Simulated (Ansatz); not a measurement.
# InH (model cell, started as NiAs type): from the cell to its phonons

Task: relax InH (model cell, started as NiAs type), then find its harmonic phonons.

Main program and level: Ansatz 0.2.0; DFT PBEsol, scalar-relativistic, plane waves, PAW.

Report form: the programs' logs are mostly left out.

The structure was built from a prototype and need not be the compound's stable phase.

## 1. The starting structure

The structure is hexagonal, space group P6_3/mmc (No. 194). Conventional cell: a = 3.704 Å, b = 3.704 Å, c = 5.926 Å, α = 90.00°, β = 90.00°, γ = 120.00°. In has 6 H at 2.60 Å nearest. Nearest to H lie 6 In at 2.60 Å. Farther neighbours are not listed.

## 2. Bringing the structure to rest

The cell and atoms are relaxed, since residual forces and stress would shift the frequencies.

input.yaml

```yaml
crystal:
  lattice:
    - [3.70383, 0.0, 0.0]
    - [-1.85191, 3.20761, 0.0]
    - [0.0, 0.0, 5.92612]
  atoms:
    - { symbol: In, position: [0.0, 0.0, 0.0] }
    - { symbol: In, position: [0.0, 0.0, 0.5] }
    - { symbol: H, position: [0.333333, 0.666667, 0.25] }
    - { symbol: H, position: [0.666667, 0.333333, 0.75] }
kpoints:
  mp_grid: { grid: [12, 12, 6] }
hamiltonian:
  xc: pbesol
scf:
  occupations: { method: gaussian, width: 0.1 }
output:
  forces: true
  stress: true
  eigenvalues: true
relax:
  adjacent_minimum: "off"
  f_tol: 0.005
  max_steps: 80
  cell: { stress_tol: 0.05 }
```

On the command line:

```console
$ ansatz run input.yaml --threads 4 --pin off --max-ram 7168MiB --backend cpu --events-out ev --progress --plain --runs-dir out
```

Wall time 15 s (4 threads of Arm Neoverse V1, shared host); peak memory 0.41 GiB.

Relaxation path:

```tsv
step	energy less that of the first step (eV)	largest force component (eV/Å)	pressure (GPa)	volume (Å³)
1	0.0000	0.0000	-3.09	70.40
2	-0.1361	0.0000	-0.83	63.35
3	-0.2105	0.0000	1.32	58.57
4	-0.2125	0.0000	0.79	58.36
5	-0.2284	0.0000	-0.62	60.78
6	-0.2307	0.0000	0.01	59.83
7	-0.2307	0.0000	0.00	59.87
8*	-0.2282	0.0000	-0.04	59.87
9	-0.2283	0.0000	0.00	59.80
10*	-0.2283	0.0000	0.00	59.80
```

Relaxation steps marked * repeat the geometry before them on a plane-wave basis chosen anew for their cell, so energy and pressure can jump there.

The run keeps the 24 symmetry operations that it works with, so distortions that break them were not tested.

```tsv
conventional cell, symmetrised	before	after	change
a (Å)	3.704	3.325	-10.2 %
b (Å)	3.704	3.325	-10.2 %
c (Å)	5.926	6.244	+5.4 %
volume (Å³/atom)	17.60	14.95	-15.1 %
```

Numbers from this step:

```
pressure          : -9.74e-4 GPa
volume per atom   : 14.95 Å³
gap on the k-mesh : 0 eV
```

In this step the volume went from 17.60 to 14.95 Å³/atom.

## 3. Bringing the structure to rest

The relaxation is repeated from its end on the same settings, as a check that it has come to rest.

input.yaml, the sections that differ from step 2:

```yaml
crystal:
  lattice:
    - [3.3254772376, -2.5919e-06, 0.0]
    - [-1.6627363742, 2.8799490634, 0.0]
    - [0.0, 0.0, 6.2437405147]
  atoms:
    - { symbol: In, position: [0.0, 0.0, 0.0] }
    - { symbol: In, position: [0.0, 0.0, 0.5] }
    - { symbol: H, position: [0.3333333333, 0.6666666667, 0.25] }
    - { symbol: H, position: [0.6666666667, 0.3333333333, 0.75] }
output:
  forces: true
  stress: true
  eigenvalues: true
  write_density: true
  write_potential: true
  elf: true
  volumetric_format: npy
# kpoints, hamiltonian, scf, relax: as in step 2
```

It took 3.7 s on 4 threads; peak memory 0.4 GiB.

Little changed from the start: no atom moved by 0.005 Å and no cell edge by 0.1 %.

Numbers from this step:

```yaml
pressure: -9.71e-4 GPa
```

In this step the volume went from 14.95 to 14.95 Å³/atom.

## 4. Relaxing to small forces for the phonons

Phonons need a cell at rest on their own settings, so the relaxation is repeated with tight tolerances on forces and stress on the k mesh and occupations of the first response run.

input.yaml, the sections that differ from step 3:

```yaml
scf:
  occupations: { method: methfessel_paxton, width: 0.15 }
output:
  forces: true
  stress: true
  eigenvalues: true
relax:
  adjacent_minimum: "off"
  f_tol: 0.001
  max_steps: 60
  cell: { stress_tol: 0.01 }
# crystal, kpoints, hamiltonian: as in step 3
```

Wall time 5.3 s (4 threads); peak memory 0.4 GiB; 19 s of CPU time.

Little changed from the start: no atom moved by 0.005 Å and no cell edge by 0.1 %.

This step gave:

- pressure: 3.72e-5 GPa

The forces vanish by symmetry and the pressure is 0.000 GPa, within the tolerances set. The cell now holds 14.95 Å³/atom.

## 5. Zone-centre response

The zone centre comes first: it holds the modes that light can see, as far as symmetry allows. No field response is asked, since the mesh shows no gap.

input.yaml, the sections that differ from step 4:

```yaml
crystal:
  lattice:
    - [3.325888386, -2.5922e-06, 0.0]
    - [-1.6629419481, 2.8803051285, 0.0]
    - [0.0, 0.0, 6.2413504719]
  atoms:
    - { symbol: In, position: [0.0, 0.0, 0.0] }
    - { symbol: In, position: [0.0, 0.0, 0.5] }
    - { symbol: H, position: [0.3333333333, 0.6666666667, 0.25] }
    - { symbol: H, position: [0.6666666667, 0.3333333333, 0.75] }
output:
  eigenvalues: true
phonons:
  method: dfpt
# kpoints, hamiltonian, scf: as in step 4
# relax: removed
```

The job ended after 38 s (4 threads; peak memory 1.1 GiB).

This step gave:

```yaml
sum_rule_residual_before_enforcement: 3.09e-5 eV/Å²
point_group: 6/mmm
highest_optical_mode_at_the_zone_centre_no_lo_to_term: 131.9 cm⁻¹
lowest_optical_zone_centre_mode: -556.8 cm⁻¹
```

Patterns of degenerate modes are one choice out of their space. Modes at Γ, with each element's share of the kinetic energy (negative means imaginary):

```tsv
mode	frequency (cm⁻¹)	symmetry	In %	H %
1	-556.8	B1g	0	100
2	-336.9	A2u	1	99
3	-327.9	E1u	1	99
4	-327.9	E1u	1	99
5	-228.3	E2g	0	100
6	-228.3	E2g	0	100
7	-42.3	E2u	100	0
8	-42.3	E2u	100	0
9	0.0	acoustic	99	1
10	0.0	acoustic	99	1
11	0.0	acoustic	99	1
12	131.9	B2u	100	0
```

Displacements in mode 1 (-556.8 cm⁻¹), the largest set to 1:
```
In1  0.00  0.00  0.00
In2  0.00  0.00  0.00
H3   0.00  0.00  1.00
H4   0.00  0.00 -1.00
```

Displacements in mode 8 (-42.3 cm⁻¹), the largest set to 1:
```
In1  0.00 -1.00  0.00
In2  0.00  1.00  0.00
H3   0.00  0.00  0.00
H4   0.00  0.00  0.00
```

Before it was imposed, the acoustic sum rule was missed by 3.1e-5 eV/Å². Small misses are needed for a sound result but don't prove that mesh and cutoff are converged. The lowest optical mode is imaginary, 556.8i cm⁻¹, so the energy falls along it.

## 6. Phonons on a q mesh

The mesh has a single point along some directions, so zone-edge points there are not solved. Linear response on a 3×3×1 q mesh gives force constants as far as a supercell of that size would.

input.yaml: that of step 5 with these lines changed.

```diff
@@ -20 +20,9 @@
   method: dfpt
+  qmesh: [3, 3, 1]
+  temperatures: { t_max: 1000, t_step: 50 }
+  qpath:
+    path:
+      - [[0.0, 0.0, 0.0], [0.5, 0.0, 0.0], [0.33333333, 0.33333333, 0.0], [0.0, 0.0, 0.0], [0.0, 0.0, 0.5], [0.5, 0.0, 0.5], [0.33333333, 0.33333333, 0.5], [0.0, 0.0, 0.5]]
+      - [[0.5, 0.0, 0.5], [0.5, 0.0, 0.0]]
+      - [[0.33333333, 0.33333333, 0.5], [0.33333333, 0.33333333, 0.0]]
+    npoints: 10
```

Run time: 3.7 min. Hardware: 4 threads; peak memory 2.4 GiB; 14 min of CPU time.

Numbers from this step:

| Item | Value |
| --- | --- |
| sum-rule residual before enforcement | 6.19e-5 eV/Å² |
| lowest mode on the q mesh (acoustic modes at Γ apart) | -684.6 cm⁻¹ |
| highest frequency at a solved wavevector (no LO-TO term at Γ) | 131.9 cm⁻¹ |

Frequencies (cm⁻¹) solved at each irreducible wavevector; negative means imaginary. Frequencies by wavevector, by row:

```tsv
q in reciprocal lattice units	star	mode 1	mode 2	mode 3	mode 4	mode 10	mode 11	mode 12
0 0 0	1	-556.8	-336.9	-327.9	-327.9	0	0	131.9
0 0.3333 0	6	-684.6	-571	-484.6	-350.4	80.5	99.4	123.1
0.3333 0.3333 0	2	-600.7	-533.5	-461.9	-461.9	91	91	116.8
```

Symmetry leaves 3 wavevectors to solve. The lowest mode among them, the acoustic zeros apart, lies at q = (0, 0.333, 0) and is imaginary, 684.6i cm⁻¹, so the energy falls along it.

## 7. Isotope substitution, element H, natural mass 1.008 amu

An isotope changes the mass and not the force constants, so no new electronic calculation is needed; the shifts show which modes move this element.

The same force constants with the mass of H changed from 1.008 to 2.014 u (phonopy, no LO-TO term). Both lists are sorted by frequency; levels can cross, so a row need not hold one and the same mode. Modes under 3 cm⁻¹ are left out. Isotope shifts, by row:

```tsv
q	rank	natural mass (cm⁻¹)	changed mass (cm⁻¹)
0 0 0	1	-556.8	-393.9
0 0 0	2	-336.9	-239.4
0 0 0	3	-327.9	-233
0 0 0	4	-327.9	-233
0 0 0	5	-228.3	-161.5
0 0 0	6	-228.3	-161.5
0 0 0	7	-42.26	-42.26
0 0 0	8	-42.26	-42.26
0 0 0	12	131.9	131.9
0 0.3333 0	1	-684.6	-484.6
0 0.3333 0	2	-571	-404.2
0 0.3333 0	3	-484.6	-342.9
0 0.3333 0	4	-350.4	-248.2
0 0.3333 0	5	-338.2	-239.6
0 0.3333 0	6	-147.1	-106.1
0 0.3333 0	7	-43.3	-43.23
0 0.3333 0	8	-24.81	-24.81
0 0.3333 0	9	53.25	52.21
0 0.3333 0	10	80.53	80.49
0 0.3333 0	11	99.36	99.32
0 0.3333 0	12	123.1	122.9
0.3333 0.3333 0	1	-600.7	-424.9
0.3333 0.3333 0	2	-533.5	-377.5
0.3333 0.3333 0	3	-461.9	-327.4
0.3333 0.3333 0	4	-461.9	-327.4
0.3333 0.3333 0	5	-289.1	-204.6
0.3333 0.3333 0	6	-289.1	-204.6
0.3333 0.3333 0	7	-54.13	-54.13
0.3333 0.3333 0	8	86.06	85.9
0.3333 0.3333 0	9	86.06	85.9
0.3333 0.3333 0	10	91.04	91
0.3333 0.3333 0	11	91.05	91
0.3333 0.3333 0	12	116.8	116.8
```

A mode of this element alone would shift by -29.26 %. The highest zone-centre frequency without the field goes from 131.9 to 131.9 cm⁻¹ (+0.0 %).

## 8. Isotope substitution, element In, natural mass 114.818 amu

The same for In, from 114.82 to 112.90 u.

The same force constants with the mass of In changed from 114.818 to 112.904 u (phonopy, no LO-TO term). Both lists are sorted by frequency; levels can cross, so a row need not hold one and the same mode. Modes under 3 cm⁻¹ are left out. Isotope shifts, by row:

```tsv
q	rank	natural mass (cm⁻¹)	changed mass (cm⁻¹)
0 0 0	1	-556.8	-556.8
0 0 0	2	-336.9	-336.9
0 0 0	3	-327.9	-328
0 0 0	4	-327.9	-328
0 0 0	5	-228.3	-228.3
0 0 0	6	-228.3	-228.3
0 0 0	7	-42.26	-42.62
0 0 0	8	-42.26	-42.62
0 0 0	12	131.9	133.1
0 0.3333 0	1	-684.6	-684.6
0 0.3333 0	2	-571	-571
0 0.3333 0	3	-484.6	-484.6
0 0.3333 0	4	-350.4	-350.4
0 0.3333 0	5	-338.2	-338.2
0 0.3333 0	6	-147.1	-147.1
0 0.3333 0	7	-43.3	-43.66
0 0.3333 0	8	-24.81	-25.02
0 0.3333 0	9	53.25	53.68
0 0.3333 0	10	80.53	81.21
0 0.3333 0	11	99.36	100.2
0 0.3333 0	12	123.1	124.2
0.3333 0.3333 0	1	-600.7	-600.7
0.3333 0.3333 0	2	-533.5	-533.5
0.3333 0.3333 0	3	-461.9	-461.9
0.3333 0.3333 0	4	-461.9	-461.9
0.3333 0.3333 0	5	-289.1	-289.1
0.3333 0.3333 0	6	-289.1	-289.1
0.3333 0.3333 0	7	-54.13	-54.58
0.3333 0.3333 0	8	86.06	86.79
0.3333 0.3333 0	9	86.06	86.79
0.3333 0.3333 0	10	91.04	91.81
0.3333 0.3333 0	11	91.05	91.81
0.3333 0.3333 0	12	116.8	117.8
```

A mode of this element alone would shift by +0.84 %. The highest zone-centre frequency without the field goes from 131.9 to 133.1 cm⁻¹ (+0.8 %).

## 9. What came out

* space group after relaxation (within 0.01 Å): P6_3/mmc
* volume per atom: 14.9 Å³
* electronic character: no gap on this mesh
* highest optical mode at the zone centre (no LO-TO term): 132 cm⁻¹
* lowest optical zone-centre mode: -557 cm⁻¹
* lowest mode on the q mesh (acoustic modes at Γ apart): -685 cm⁻¹
* imaginary modes on the 3×3×1 q mesh: yes

Modes are clearly imaginary (beyond 10i cm⁻¹) at 3 of the 3 irreducible wavevectors, most at q = (0, 0.333, 0) (684.6i cm⁻¹), so this structure is not a minimum of the energy. The optical modes at Γ span -557 to 132 cm⁻¹ (negative means imaginary). The highest mode in this list at Γ, 131.9 cm⁻¹, is mostly motion of In (100 % of the kinetic energy). The q mesh is too sparse to interpolate, so only the solved wavevectors are given. With no gap, or one that is small against the smearing, the frequencies hang on the k mesh and the smearing, most of all near Kohn anomalies. The starting cell was built on a prototype and not taken from a measurement, so the phase need not exist. These are harmonic frequencies at zero temperature: anharmonic shifts, linewidths and thermal expansion are left out.

[Logs are printed without paths, hosts, clocks, repeated set-up lines and the standing remarks that a program may print on its own settings, such as how far it seeks lower states.]

[Hosts, paths, dates, database ids (printed as entryN), source tags and the programs' standing remarks are cut or masked in the printed files.]
